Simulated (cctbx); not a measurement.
# Interatomic vectors of TbDy2Co2Si2Ge4Pt2

Space group Pnma (no. 62), a = 25.5790 Å, b = 4.2020 Å, c = 8.6740 Å, α = 90.00°, β = 90.00°, γ = 90.00°, content Pt8 Dy8 Tb4 Ge16 Co8 Si8.

Simulated single-crystal data (cctbx): synchrotron X-rays, λ = 0.6889 Å, to d = 0.6 Å, 95 % of the full sphere, strongest reflection 70000 counts, noise from counting, a 4 % proportional error and a noise floor of 15 counts (s.d.); no absorption, some extinction.

Patterson synthesis, origin scaled to 1000:

```text
Patterson group P m m m
      u       v       w   height  length (A)
  0.000   0.000   0.000   1000.0     0.00
  0.500   0.000   0.251    732.5    12.97
  0.000   0.000   0.500    499.6     4.34
  0.315   0.500   0.500    475.8     9.39
  0.185   0.500   0.253    447.6     5.63
  0.458   0.500   0.000    439.1    11.91
  0.226   0.000   0.000    421.2     5.79
  0.315   0.500   0.000    420.2     8.32
  0.275   0.000   0.254    377.4     7.37
  0.043   0.500   0.252    372.4     3.23
  0.223   0.000   0.500    332.8     7.17
  0.367   0.000   0.500    331.2    10.34
  0.456   0.500   0.500    322.3    12.61
  0.409   0.500   0.245    306.4    10.88
```

**Question.** Which atom pairs make the peaks, and where is the heaviest atom?

A peak at u stands for all pairs with xi − xj = u, with weight Σ ZiZj against Σ Z² = 124204 at the origin. Peak heights follow these weights only roughly, since form factors, motion and series ripples differ, all vectors within 0.55 Å of a peak are counted as merged into it though the farther ones add only part of their weight, and F(000) is left out, which lowers the whole map:

| u | v | w | shortest length (Å) | height | 1000 ΣZiZj/ΣZ² | pairs in the cell |
| --- | --- | --- | --- | --- | --- | --- |
| 0.500 | 0.000 | 0.251 | 12.97 | 732 | 816 | 4 × Pt–Pt, 4 × Dy–Dy, 4 × Dy–Tb, 8 × Pt–Co, 10 × Ge–Ge, 2 × Tb–Tb, 8 × Ge–Si, 4 × Co–Co, 2 × Si–Si |
| 0.000 | 0.000 | 0.500 | 4.34 | 500 | 642 | 8 × Dy–Tb, 16 × Pt–Co, 8 × Ge–Ge, 8 × Ge–Si |
| 0.315 | 0.500 | 0.500 | 9.39 | 476 | 585 | 12 × Pt–Ge, 4 × Dy–Tb, 2 × Dy–Dy, 2 × Tb–Tb, 8 × Ge–Co, 4 × Co–Si |
| 0.185 | 0.500 | 0.253 | 5.62 | 448 | 572 | 10 × Pt–Ge, 4 × Dy–Tb, 3 × Dy–Dy, 10 × Ge–Co, 1 × Tb–Tb, 2 × Pt–Si, 2 × Co–Si |
| 0.458 | 0.500 | 0.000 | 11.90 | 439 | 523 | 8 × Pt–Dy, 4 × Dy–Ge, 4 × Tb–Ge, 4 × Tb–Co |
| 0.226 | 0.000 | 0.000 | 5.78 | 421 | 553 | 8 × Pt–Dy, 4 × Dy–Ge, 4 × Tb–Ge, 4 × Tb–Co, 4 × Dy–Si |
| 0.315 | 0.500 | 0.000 | 8.33 | 420 | 558 | 8 × Pt–Ge, 4 × Dy–Dy, 4 × Dy–Tb, 12 × Ge–Co, 4 × Pt–Si |
| 0.275 | 0.000 | 0.254 | 7.37 | 377 | 517 | 4 × Pt–Dy, 6 × Dy–Ge, 2 × Pt–Tb, 4 × Tb–Ge, 4 × Dy–Co, 2 × Tb–Co, 2 × Dy–Si |
| 0.043 | 0.500 | 0.252 | 3.23 | 372 | 468 | 4 × Pt–Dy, 2 × Pt–Tb, 4 × Dy–Ge, 4 × Tb–Ge, 4 × Dy–Co, 2 × Tb–Co |
| 0.223 | 0.000 | 0.500 | 7.17 | 333 | 481 | 4 × Pt–Tb, 8 × Dy–Ge, 8 × Dy–Co, 4 × Tb–Ge |

The table stops at ten peaks or at a height of 45, below which ripples compete. In the model behind the data Pt, the heaviest element, has 2 independent sites: (0.5495, 1/4, 0.1199) and (0.6857, 1/4, 0.8722), up to an allowed shift of origin; the Pt–Pt vectors are differences of these positions and their symmetry mates. The whole model:

| atom | mult. | x | y | z | Ueq (Å²) |
| --- | --- | --- | --- | --- | --- |
| Pt1 | 4 | 0.5495 | 1/4 | 0.1199 | 0.0037 |
| Pt2 | 4 | 0.6857 | 1/4 | 0.8722 | 0.0043 |
| Dy1 | 4 | 0.9059 | 1/4 | 0.8865 | 0.0024 |
| Dy2 | 4 | 0.7792 | 1/4 | 0.1256 | 0.0028 |
| Tb1 | 4 | 0.9054 | 1/4 | 0.3686 | 0.0053 |
| Ge1 | 4 | 0.9984 | 1/4 | 0.6211 | 0.0046 |
| Ge2 | 4 | 0.6386 | 1/4 | 0.6212 | 0.0040 |
| Ge3 | 4 | 0.7832 | 1/4 | 0.4717 | 0.0050 |
| Ge4 | 4 | 0.6402 | 1/4 | 0.1218 | 0.0068 |
| Co1 | 4 | 0.6861 | 1/4 | 0.3789 | 0.0050 |
| Co2 | 4 | 0.0463 | 1/4 | 0.8688 | 0.0053 |
| Si1 | 4 | 0.5008 | 1/4 | 0.3731 | 0.0061 |
| Si2 | 4 | 0.7842 | 1/4 | 0.7741 | 0.0062 |

The model was made for the exercise: a known structure type with other elements put in, its volume estimated, not relaxed; displacement parameters are assumed.

[Logs are printed without paths, hosts, clocks, repeated set-up lines and the standing remarks that a program may print on its own settings, such as how far it seeks lower states.]
